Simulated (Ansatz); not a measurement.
# Amorphous Si2O: valence band and core levels, part 5 of 7

How wide do site differences make the core lines of amorphous Si2O?

Ansatz 0.2.0; DFT, PBEsol, plane-wave PAW, scalar-relativistic; PAW set soft_1.

So far. Step 5 (Dynamics at 300 K): Beyond half the shortest lattice vector, 4.1 Å, g(r) counts periodic images.

**6. Relaxing the atoms**

The quenched cell is relaxed to a local minimum.

Contents of input.yaml:

```yaml
crystal:
  lattice:
    - [8.1669974226, 0.0, 0.0]
    - [0.0, 8.1669974226, 0.0]
    - [0.0, 0.0, 8.1669974226]
  atoms:
    - { symbol: Si, position: [1.2753083572, 0.9652119911, 0.711599383] }
    - { symbol: Si, position: [0.4415955572, 0.6611501811, 0.1181712906] }
    - { symbol: Si, position: [1.2394019899, 0.5667166869, 0.6627487192] }
    - { symbol: Si, position: [0.7329328135, 1.3459600067, 0.1948377327] }
    - { symbol: Si, position: [0.3603509868, 1.3473484053, 0.9333027227] }
    - { symbol: Si, position: [0.0043184077, 0.6987369378, 0.2170730135] }
    - { symbol: Si, position: [0.5065198541, 0.8327378825, 0.3587544798] }
    - { symbol: Si, position: [0.9976801703, 0.4143904063, 0.1084653248] }
    - { symbol: Si, position: [0.6122937595, 0.4713650897, 0.9717493289] }
    - { symbol: Si, position: [0.253894624, 1.2631822072, 0.6672179166] }
    - { symbol: Si, position: [1.1839936866, 0.6153579178, -0.0627488315] }
    - { symbol: Si, position: [1.0851000656, -0.0788744468, -0.0479748886] }
    - { symbol: Si, position: [0.2961592066, 1.3500366125, 1.2169726541] }
    - { symbol: Si, position: [0.792439754, 0.566284481, 0.4092299089] }
    - { symbol: Si, position: [0.2650639408, 0.7915381306, 0.4903261966] }
    - { symbol: Si, position: [0.5432782695, 1.0989316155, 0.2487414631] }
    - { symbol: Si, position: [0.4585978079, 0.7324792033, -0.2429954152] }
    - { symbol: Si, position: [0.8403546107, 0.4886763171, 0.8038420998] }
    - { symbol: Si, position: [0.3902366587, 1.03171711, 0.9914108335] }
    - { symbol: Si, position: [1.0233914102, 1.2703152479, 0.8532072214] }
    - { symbol: O, position: [0.4622822366, 0.8222467443, -0.0217771415] }
    - { symbol: O, position: [0.7929981208, 0.500389001, 0.6005473305] }
    - { symbol: O, position: [1.1045220142, 0.3185071673, 0.2604206184] }
    - { symbol: O, position: [0.3517727136, 0.5380661386, 0.2578618365] }
    - { symbol: O, position: [0.1320541709, 0.7966767275, 0.3313784399] }
    - { symbol: O, position: [-0.0265045481, 0.0686618831, -0.1299796725] }
    - { symbol: O, position: [0.9405125909, -0.1734906027, 0.0785741263] }
    - { symbol: O, position: [0.4069758231, 0.2265421832, 0.340763343] }
    - { symbol: O, position: [0.2098401588, 1.0201331731, 1.0759468222] }
    - { symbol: O, position: [0.6661471892, 0.7255784483, 0.432386812] }
kpoints:
  mp_grid: { grid: [2, 2, 2] }
scf:
  occupations: { method: fermi_dirac, width: 0.03 }
  n_extra_bands: 23
hamiltonian:
  xc: pbesol
  pseudopotentials: { kind: paw, azcp: { folder: soft_1 }, xc_functional: pbe }
output:
  forces: true
relax:
  f_tol: 0.05
  max_steps: 60
```

Launch:

```sh
$ ansatz run input.yaml --threads 8 --pin off --max-ram 23552MiB --backend cpu --events-out ev --progress --plain --runs-dir out
```

Numbers of over 12 decimals in the logs are rounded to 6 here.

What it wrote:

```text
[...]
Crystal: 30 atoms, lattice volume = 544.737 Å³
Basis set: ecut = 420 eV, 10779 PW (Γ), exchange–correlation on 120×120×120 points (8 copies of the dense FFT grid, shifted against one another)
Bands: 93, of which v1, the nominal top of the filled ones, is band 70 counted from 1 (69 counted from 0)
Symmetry: 1 space group operations
[...]
k-points: 8
[...]
SCF iter   1: F=—  HF=-18052.345083 eV  |F-HF|=—  |Δ(HF+E_count)|=         —  Δρ=5.88e-2  dr2=7.27e1  ethr=3.10e-3  ⟨swp⟩=8.9  Hψ=4426  notcnv=0  defer=37
[...]
SCF iter   9: F=-18037.342009 eV  HF=-18037.342024 eV  |F-HF|=1.47e-5  |Δ(HF+E_count)|=   1.05e-5  Δρ=4.47e-5  dr2=1.96e-5  ethr=4.46e-8  ⟨swp⟩=4.6  Hψ=2415  notcnv=0
SCF 1 converged in 9 iterations: F = -18037.342009 eV  dr2 = 1.96e-5
[...]
relax step   1: F+E_penalty+E_count = -18037.34200937 eV  Δ(F+E_penalty+E_count) = +0.000e0 eV  max|allowed force component| = 1.965e0 eV/Å  Δτ_max = 0.0000 Å  (9 SCF iters, dr2 threshold 6.25e-5 eV, accepted)
[...]
SCF iter   6: F=-18038.435683 eV  HF=-18038.435738 eV  |F-HF|=5.48e-5  |Δ(HF+E_count)|=   2.18e-5  Δρ=8.60e-5  dr2=7.06e-5  ethr=7.14e-8  ⟨swp⟩=3.0  Hψ=2875  notcnv=0
SCF 2 converged in 6 iterations: F = -18038.435683 eV  dr2 = 7.06e-5
[...]
relax step   2: F+E_penalty+E_count = -18038.43568296 eV  Δ(F+E_penalty+E_count) = -1.094e0 eV  max|allowed force component| = 1.227e0 eV/Å  Δτ_max = 0.1974 Å  (6 SCF iters, dr2 threshold 1.00e-4 eV, accepted)
SCF iter   1: F=—  HF=-18039.042507 eV  |F-HF|=—  |Δ(HF+E_count)|=         —  Δρ=9.63e-3  dr2=4.84e-1  ethr=2.82e-3  ⟨swp⟩=5.1  Hψ=2267  notcnv=0  defer=59
[...]
SCF iter   6: F=-18038.945523 eV  HF=-18038.945527 eV  |F-HF|=4.06e-6  |Δ(HF+E_count)|=   7.12e-7  Δρ=3.79e-5  dr2=1.04e-5  ethr=4.85e-8  ⟨swp⟩=4.0  Hψ=2358  notcnv=0
SCF 3 converged in 6 iterations: F = -18038.945523 eV  dr2 = 1.04e-5
[...]
relax step   3: F+E_penalty+E_count = -18038.94552316 eV  Δ(F+E_penalty+E_count) = -5.098e-1 eV  max|allowed force component| = 5.557e-1 eV/Å  Δτ_max = 0.1587 Å  (6 SCF iters, dr2 threshold 9.41e-5 eV, accepted)
[... from here on, the SCF cycles and remarks between the steps are left out ...]
relax step   4: F+E_penalty+E_count = -18039.14656621 eV  Δ(F+E_penalty+E_count) = -2.010e-1 eV  max|allowed force component| = 4.061e-1 eV/Å  Δτ_max = 0.2000 Å  (6 SCF iters, dr2 threshold 6.33e-5 eV, accepted)
relax step   5: F+E_penalty+E_count = -18039.32390605 eV  Δ(F+E_penalty+E_count) = -1.773e-1 eV  max|allowed force component| = 4.015e-1 eV/Å  Δτ_max = 0.1949 Å  (7 SCF iters, dr2 threshold 3.38e-5 eV, accepted)
relax step   6: F+E_penalty+E_count = -18039.47327336 eV  Δ(F+E_penalty+E_count) = -1.494e-1 eV  max|allowed force component| = 4.772e-1 eV/Å  Δτ_max = 0.1940 Å  (6 SCF iters, dr2 threshold 8.61e-5 eV, accepted)
relax step   7: F+E_penalty+E_count = -18039.65514667 eV  Δ(F+E_penalty+E_count) = -1.819e-1 eV  max|allowed force component| = 6.271e-1 eV/Å  Δτ_max = 0.1933 Å  (6 SCF iters, dr2 threshold 1.00e-4 eV, accepted)
relax step   8: F+E_penalty+E_count = -18039.81444513 eV  Δ(F+E_penalty+E_count) = -1.593e-1 eV  max|allowed force component| = 3.599e-1 eV/Å  Δτ_max = 0.1950 Å  (6 SCF iters, dr2 threshold 1.00e-4 eV, accepted)
relax step   9: F+E_penalty+E_count = -18039.92107899 eV  Δ(F+E_penalty+E_count) = -1.066e-1 eV  max|allowed force component| = 5.328e-1 eV/Å  Δτ_max = 0.1513 Å  (6 SCF iters, dr2 threshold 4.27e-5 eV, accepted)
relax step  10: F+E_penalty+E_count = -18040.02459711 eV  Δ(F+E_penalty+E_count) = -1.035e-1 eV  max|allowed force component| = 7.713e-1 eV/Å  Δτ_max = 0.1488 Å  (6 SCF iters, dr2 threshold 9.35e-5 eV, accepted)
relax step  11: F+E_penalty+E_count = -18040.15324689 eV  Δ(F+E_penalty+E_count) = -1.286e-1 eV  max|allowed force component| = 6.723e-1 eV/Å  Δτ_max = 0.1313 Å  (6 SCF iters, dr2 threshold 1.00e-4 eV, accepted)
relax step  12: F+E_penalty+E_count = -18040.26201420 eV  Δ(F+E_penalty+E_count) = -1.088e-1 eV  max|allowed force component| = 6.861e-1 eV/Å  Δτ_max = 0.1484 Å  (6 SCF iters, dr2 threshold 1.00e-4 eV, accepted)
relax step  13: F+E_penalty+E_count = -18040.21214357 eV  Δ(F+E_penalty+E_count) = +4.987e-2 eV  max|allowed force component| = 6.391e-1 eV/Å  Δτ_max = 0.2000 Å  (6 SCF iters, dr2 threshold 1.00e-4 eV, rejected (line search))
relax step  14: F+E_penalty+E_count = -18040.36017511 eV  Δ(F+E_penalty+E_count) = -9.816e-2 eV  max|allowed force component| = 1.179e-1 eV/Å  Δτ_max = 0.0970 Å  (9 SCF iters, accepted)
relax step  15: F+E_penalty+E_count = -18040.36926479 eV  Δ(F+E_penalty+E_count) = -9.090e-3 eV  max|allowed force component| = 9.591e-2 eV/Å  Δτ_max = 0.0329 Å  (8 SCF iters, accepted)
relax step  16: F+E_penalty+E_count = -18040.26307194 eV  Δ(F+E_penalty+E_count) = +1.062e-1 eV  max|allowed force component| = 5.583e-1 eV/Å  Δτ_max = 0.1500 Å  (10 SCF iters, rejected (line search))
relax step  17: F+E_penalty+E_count = -18040.37930078 eV  Δ(F+E_penalty+E_count) = -1.004e-2 eV  max|allowed force component| = 6.009e-2 eV/Å  Δτ_max = 0.0393 Å  (9 SCF iters, accepted)
SCF iter   1: F=—  HF=-18040.381269 eV  |F-HF|=—  |Δ(HF+E_count)|=         —  Δρ=6.67e-4  dr2=2.08e-3  ethr=2.07e-5  ⟨swp⟩=3.0  Hψ=1629  notcnv=0  defer=102
[...]
SCF iter   7: F=-18040.380781 eV  HF=-18040.380781 eV  |F-HF|=1.92e-9  |Δ(HF+E_count)|=   1.20e-7  Δρ=2.81e-6  dr2=5.17e-8  ethr=7.14e-11  ⟨swp⟩=5.0  Hψ=2678  notcnv=0
SCF 18 converged in 7 iterations: F = -18040.380781 eV  dr2 = 5.17e-8
relax step  18: F+E_penalty+E_count = -18040.38078078 eV  Δ(F+E_penalty+E_count) = -1.480e-3 eV  max|allowed force component| = 4.551e-2 eV/Å  Δτ_max = 0.0151 Å  (7 SCF iters, accepted)
SCF converged after 7 iterations
Free energy (F): -18040.380781 eV
[...]
Internal energy: -18040.380120 eV  (E = F + TS)
E sigma→0 (E₀):  -18040.380451 eV
Entropy (-TS):   -0.000660 eV (-0.022 meV/atom)
Fermi energy:    5.313350 eV
[...]
--- Forces (eV/Å), atoms counted from 1 ---
  atom   1  Si     0.00994169     0.00302581    -0.00508019
  atom   2  Si     0.00360987    -0.02236506     0.01167290
  atom   3  Si     0.02003896    -0.01200213    -0.00304829
  atom   4  Si    -0.02013316    -0.01742023    -0.00299290
  atom   5  Si     0.00806036    -0.00444433    -0.00490888
  atom   6  Si    -0.02649671     0.00824899     0.00210628
  atom   7  Si     0.00012170     0.01080060     0.00495477
  atom   8  Si    -0.01764072    -0.00830473     0.01242214
  atom   9  Si     0.01047521     0.00388029    -0.00433865
  atom  10  Si     0.00450142     0.00058211     0.00529370
  atom  11  Si     0.01072000     0.01228598    -0.01241289
  atom  12  Si    -0.03802595     0.01020992     0.02126487
  atom  13  Si    -0.00256737    -0.00762942    -0.00910113
  atom  14  Si    -0.01138063    -0.00162546     0.01370938
  atom  15  Si    -0.00415556     0.00092473    -0.00302737
  atom  16  Si     0.01493632     0.00464195     0.02099420
  atom  17  Si    -0.00222119    -0.00036717    -0.00195025
  atom  18  Si    -0.00345604    -0.00262051     0.01760251
  atom  19  Si    -0.00365506    -0.01690761    -0.02112770
  atom  20  Si    -0.00114314    -0.00033417     0.00258248
  atom  21  O     -0.00740305     0.02593187    -0.01788564
  atom  22  O      0.00191703     0.01005839    -0.00308999
  atom  23  O     -0.00675064     0.00443804    -0.01147632
  atom  24  O     -0.00842553     0.01827289     0.00738279
  atom  25  O      0.00576890     0.00234469     0.00807991
  atom  26  O      0.01036915    -0.00669081     0.00643473
  atom  27  O      0.04551394    -0.00386304    -0.01139565
  atom  28  O      0.00626664     0.00093004    -0.01621227
  atom  29  O     -0.01093622    -0.00356838     0.00198844
  atom  30  O      0.01218213    -0.00842439    -0.00839951
  max |Σ_I F_I| component: 4.15e-5 eV/Å
--- Relaxed structure (18 steps of the walk, 16 accepted, 0 SCFs on fresh bases) ---
  F+E_penalty+E_count = -18040.38078078 eV   max|allowed force component| = 4.551e-2 eV/Å
  atoms:
    - { symbol: Si, position: [1.213509, 0.976526, 0.685603] }
    - { symbol: Si, position: [0.521310, 0.671296, 0.129534] }
    - { symbol: Si, position: [1.326378, 0.540094, 0.616861] }
    - { symbol: Si, position: [0.735487, 1.350244, 0.221174] }
    - { symbol: Si, position: [0.430984, 1.283030, 0.934472] }
    - { symbol: Si, position: [-0.032871, 0.685686, 0.210312] }
    - { symbol: Si, position: [0.524608, 0.845845, 0.366872] }
    - { symbol: Si, position: [0.996842, 0.409371, 0.123794] }
    - { symbol: Si, position: [0.647753, 0.472969, 0.962374] }
    - { symbol: Si, position: [0.238036, 1.280197, 0.727208] }
    - { symbol: Si, position: [1.133296, 0.569835, -0.146550] }
    - { symbol: Si, position: [1.054421, -0.059122, -0.059211] }
    - { symbol: Si, position: [0.334471, 1.358696, 1.201512] }
    - { symbol: Si, position: [0.759831, 0.589920, 0.401743] }
    - { symbol: Si, position: [0.249887, 0.781621, 0.471386] }
    - { symbol: Si, position: [0.563423, 1.114690, 0.283146] }
    - { symbol: Si, position: [0.342284, 0.751237, -0.193629] }
    - { symbol: Si, position: [0.864577, 0.498039, 0.766494] }
    - { symbol: Si, position: [0.406998, 1.022265, 1.048399] }
    - { symbol: Si, position: [0.987656, 1.270107, 0.871439] }
    - { symbol: O, position: [0.455845, 0.819081, -0.019031] }
    - { symbol: O, position: [0.838875, 0.504089, 0.566582] }
    - { symbol: O, position: [1.141900, 0.335256, 0.245577] }
    - { symbol: O, position: [0.370544, 0.558373, 0.210074] }
    - { symbol: O, position: [0.109889, 0.762588, 0.329007] }
    - { symbol: O, position: [-0.087100, 0.084660, -0.087655] }
    - { symbol: O, position: [0.942409, -0.185505, 0.056217] }
    - { symbol: O, position: [0.419708, 0.248403, 0.349822] }
    - { symbol: O, position: [0.205493, 1.000294, 1.067556] }
    - { symbol: O, position: [0.647067, 0.736789, 0.488970] }
```

Wall time 45 s (8 threads of Arm Neoverse V2, shared host); peak memory 2.1 GiB.

Relaxation path:

```csv
step,energy less that of the first step (eV),largest force component (eV/Å)
1,0.0000,1.9655
2,-1.0937,1.2268
3,-1.6035,0.5557
4,-1.8046,0.4061
5,-1.9819,0.4015
6,-2.1313,0.4772
7,-2.3131,0.6271
8,-2.4724,0.3599
9,-2.5791,0.5328
10,-2.6826,0.7713
11,-2.8112,0.6723
12,-2.9200,0.6861
13,-2.8701,0.6391
14,-3.0182,0.1179
15,-3.0273,0.0959
16,-2.9211,0.5583
17,-3.0373,0.0601
18,-3.0388,0.0455
```

Relaxation steps 13, 16 were tried and not accepted.

The atoms that moved most (Å):

```
atom      dx      dy      dz  length
Si17  -0.950   0.153   0.403   1.043
Si11  -0.414  -0.372  -0.684   0.882
 Si3   0.710  -0.217  -0.375   0.832
 Si5   0.577  -0.525   0.010   0.780
 Si2   0.651   0.083   0.093   0.663
 O26  -0.495   0.131   0.346   0.618
 Si1  -0.505   0.092  -0.212   0.555
Si10  -0.130   0.139   0.490   0.525
```

Numbers from this step:

| Item | Value |
| --- | --- |
| free energy | -18040.3808 eV |
| energy at zero smearing | -18040.3805 eV |
| smearing term TS | 6.60e-4 eV |
| Fermi energy | 5.313 eV |
| gap by band count | 0.3205 eV |

The relaxation ends 101 meV an atom lower, with a largest force component of 0.046 eV/Å.

**7. Valence states**

First the ground state, then the DOS by atom and shell, which the cross sections turn into spectra.

Contents of input.yaml:

```yaml
crystal:
  lattice:
    - [8.1669974226, 0.0, 0.0]
    - [0.0, 8.1669974226, 0.0]
    - [0.0, 0.0, 8.1669974226]
  atoms:
    - { symbol: Si, position: [1.2135092379, 0.9765257863, 0.6856028153] }
    - { symbol: Si, position: [0.5213101368, 0.6712960436, 0.1295342574] }
    - { symbol: Si, position: [1.3263782493, 0.5400939228, 0.6168606193] }
    - { symbol: Si, position: [0.7354869517, 1.3502439042, 0.2211740865] }
    - { symbol: Si, position: [0.4309841216, 1.2830299526, 0.934471648] }
    - { symbol: Si, position: [-0.0328706795, 0.685686179, 0.2103117473] }
    - { symbol: Si, position: [0.5246082123, 0.8458446669, 0.3668722148] }
    - { symbol: Si, position: [0.9968424104, 0.4093705616, 0.1237939071] }
    - { symbol: Si, position: [0.6477533109, 0.4729693033, 0.9623738377] }
    - { symbol: Si, position: [0.2380358084, 1.2801967292, 0.7272083371] }
    - { symbol: Si, position: [1.1332958766, 0.5698353441, -0.1465495049] }
    - { symbol: Si, position: [1.054420722, -0.059121525, -0.059210699] }
    - { symbol: Si, position: [0.3344709984, 1.3586957579, 1.2015124022] }
    - { symbol: Si, position: [0.7598309363, 0.5899199788, 0.401742958] }
    - { symbol: Si, position: [0.2498874606, 0.7816208873, 0.4713857211] }
    - { symbol: Si, position: [0.5634228026, 1.1146903414, 0.2831460558] }
    - { symbol: Si, position: [0.3422838037, 0.7512366727, -0.1936286942] }
    - { symbol: Si, position: [0.8645770964, 0.4980391052, 0.7664942529] }
    - { symbol: Si, position: [0.4069982739, 1.0222645816, 1.0483991034] }
    - { symbol: Si, position: [0.9876555845, 1.2701067105, 0.8714388486] }
    - { symbol: O, position: [0.4558445674, 0.8190806704, -0.0190306293] }
    - { symbol: O, position: [0.8388754003, 0.5040889638, 0.566582491] }
    - { symbol: O, position: [1.1419003757, 0.3352561109, 0.2455771427] }
    - { symbol: O, position: [0.370544407, 0.5583733856, 0.2100735026] }
    - { symbol: O, position: [0.1098890803, 0.7625879772, 0.3290071095] }
    - { symbol: O, position: [-0.0870998736, 0.0846600363, -0.0876553685] }
    - { symbol: O, position: [0.9424088005, -0.1855050307, 0.056217493] }
    - { symbol: O, position: [0.4197080766, 0.2484028521, 0.3498215971] }
    - { symbol: O, position: [0.2054927627, 1.0002939609, 1.0675562167] }
    - { symbol: O, position: [0.6470674893, 0.7367890167, 0.4889701997] }
kpoints:
  mp_grid: { grid: [2, 2, 2] }
scf:
  occupations: { method: fermi_dirac, width: 0.03 }
  n_extra_bands: 27
hamiltonian:
  xc: pbesol
  pseudopotentials: { kind: paw, azcp: { folder: soft_1 }, xc_functional: pbe }
output:
  forces: true
  stress: true
  dos:
    projected:
      site_lists:
        Si: [0, 1, 2, 3, 4, 5, 6, 7, 8, 9, 10, 11, 12, 13, 14, 15, 16, 17, 18, 19]
        O: [20, 21, 22, 23, 24, 25, 26, 27, 28, 29]
    de: 0.05
    e_range: [-30, 12]
    method: { smearing: { sigma: 0.15, scheme: gaussian } }
  write_density: true
  write_potential: true
  elf: true
  volumetric_format: npy
```

What it wrote:

```text
[...]
Crystal: 30 atoms, lattice volume = 544.737 Å³
Basis set: ecut = 420 eV, 10779 PW (Γ), exchange–correlation on 120×120×120 points (8 copies of the dense FFT grid, shifted against one another)
Bands: 97, of which v1, the nominal top of the filled ones, is band 70 counted from 1 (69 counted from 0)
Symmetry: 1 space group operations
[...]
k-points: 8
[...]
SCF iter   1: F=—  HF=-18056.686880 eV  |F-HF|=—  |Δ(HF+E_count)|=         —  Δρ=6.04e-2  dr2=6.73e1  ethr=3.10e-3  ⟨swp⟩=8.9  Hψ=4552  notcnv=0  defer=78
[...]
SCF iter  13: F=-18040.380781 eV  HF=-18040.380781 eV  |F-HF|=1.04e-7  |Δ(HF+E_count)|=   6.45e-7  Δρ=2.43e-6  dr2=7.33e-8  ethr=7.14e-11  ⟨swp⟩=23.8  Hψ=8327  notcnv=0
SCF 1 converged in 13 iterations: F = -18040.380781 eV  dr2 = 7.33e-8
[...]
SCF converged after 13 iterations
Free energy (F): -18040.380781 eV
[...]
Internal energy: -18040.380121 eV  (E = F + TS)
E sigma→0 (E₀):  -18040.380451 eV
Entropy (-TS):   -0.000660 eV (-0.022 meV/atom)
Fermi energy:    5.313345 eV
[...]
--- Forces (eV/Å), atoms counted from 1 ---
  atom   1  Si     0.00996719     0.00301698    -0.00512136
  atom   2  Si     0.00361492    -0.02235101     0.01168547
  atom   3  Si     0.02001841    -0.01198203    -0.00305584
  atom   4  Si    -0.02011456    -0.01742220    -0.00295850
  atom   5  Si     0.00804075    -0.00443901    -0.00492997
  atom   6  Si    -0.02650857     0.00822694     0.00212069
  atom   7  Si     0.00010433     0.01078725     0.00494344
  atom   8  Si    -0.01762977    -0.00829997     0.01244087
  atom   9  Si     0.01046893     0.00389352    -0.00436192
  atom  10  Si     0.00451238     0.00061019     0.00527226
  atom  11  Si     0.01074811     0.01227661    -0.01244551
  atom  12  Si    -0.03803925     0.01024777     0.02126598
  atom  13  Si    -0.00255794    -0.00763509    -0.00909271
  atom  14  Si    -0.01138556    -0.00161979     0.01371822
  atom  15  Si    -0.00413112     0.00091706    -0.00300088
  atom  16  Si     0.01491901     0.00463015     0.02099936
  atom  17  Si    -0.00223910    -0.00040120    -0.00199606
  atom  18  Si    -0.00345068    -0.00262810     0.01760288
  atom  19  Si    -0.00366718    -0.01688854    -0.02112976
  atom  20  Si    -0.00114229    -0.00035147     0.00256113
  atom  21  O     -0.00736013     0.02593024    -0.01792542
  atom  22  O      0.00192235     0.01005612    -0.00309497
  atom  23  O     -0.00674084     0.00443451    -0.01148385
  atom  24  O     -0.00842862     0.01825706     0.00737181
  atom  25  O      0.00575726     0.00236229     0.00807394
  atom  26  O      0.01038860    -0.00668933     0.00643843
  atom  27  O      0.04549432    -0.00386889    -0.01140255
  atom  28  O      0.00629773     0.00091980    -0.01625053
  atom  29  O     -0.01093522    -0.00357635     0.00196631
  atom  30  O      0.01218928    -0.00841974    -0.00837300
  max |Σ_I F_I| component: 1.62e-4 eV/Å
--- Stress (GPa, compression-positive) ---
        2.033948      -2.634603       1.313207
       -2.634602      -1.594008      -0.255782
        1.313208      -0.255782      -0.192484
  P = ⅓ Tr σ = 0.0825 GPa (0.825 kbar)
--- Band table (eV; the first three rows and the last of 8) ---
  k-point 0: bands = [... 66 lower, 3.8405, 4.0325, 4.4407, 4.7675, 5.5070, 6.0377, 6.2186, 6.4834, ... 23 higher]
  k-point 1: bands = [... 66 lower, 4.0048, 4.1222, 4.4956, 4.7374, 5.7492, 5.8447, 6.2628, 6.2777, ... 23 higher]
  k-point 2: bands = [... 66 lower, 4.0996, 4.2080, 4.4855, 5.1265, 5.7394, 6.0678, 6.2644, 6.3988, ... 23 higher]
  k-point 7: bands = [... 66 lower, 3.9777, 4.1633, 4.5745, 4.9692, 5.7882, 6.0625, 6.1731, 6.3837, ... 23 higher]
```

The job ended after 6.9 s (8 threads; peak memory 2.1 GiB; 52 s of CPU time).

Numbers from this step:

- pressure: 0.08249 GPa
- gap on the k-mesh: 0.3205 eV
- zero of energy: valence-band maximum
- share of occupied states in no projected shell: 0.0152 of the occupied states in the window

(Continued in part 6 of 7.)

[Logs are printed without paths, hosts, clocks, repeated set-up lines and the standing remarks that a program may print on its own settings, such as how far it seeks lower states.]

[Hosts, paths, dates, database ids (printed as entryN), source tags and the programs' standing remarks are cut or masked in the printed files.]

[Maps of the electrostatic potential energy from Ansatz leave out the sawtooth potential of an applied field or a dipole correction, so their vacuum need not be flat; work functions include it.]
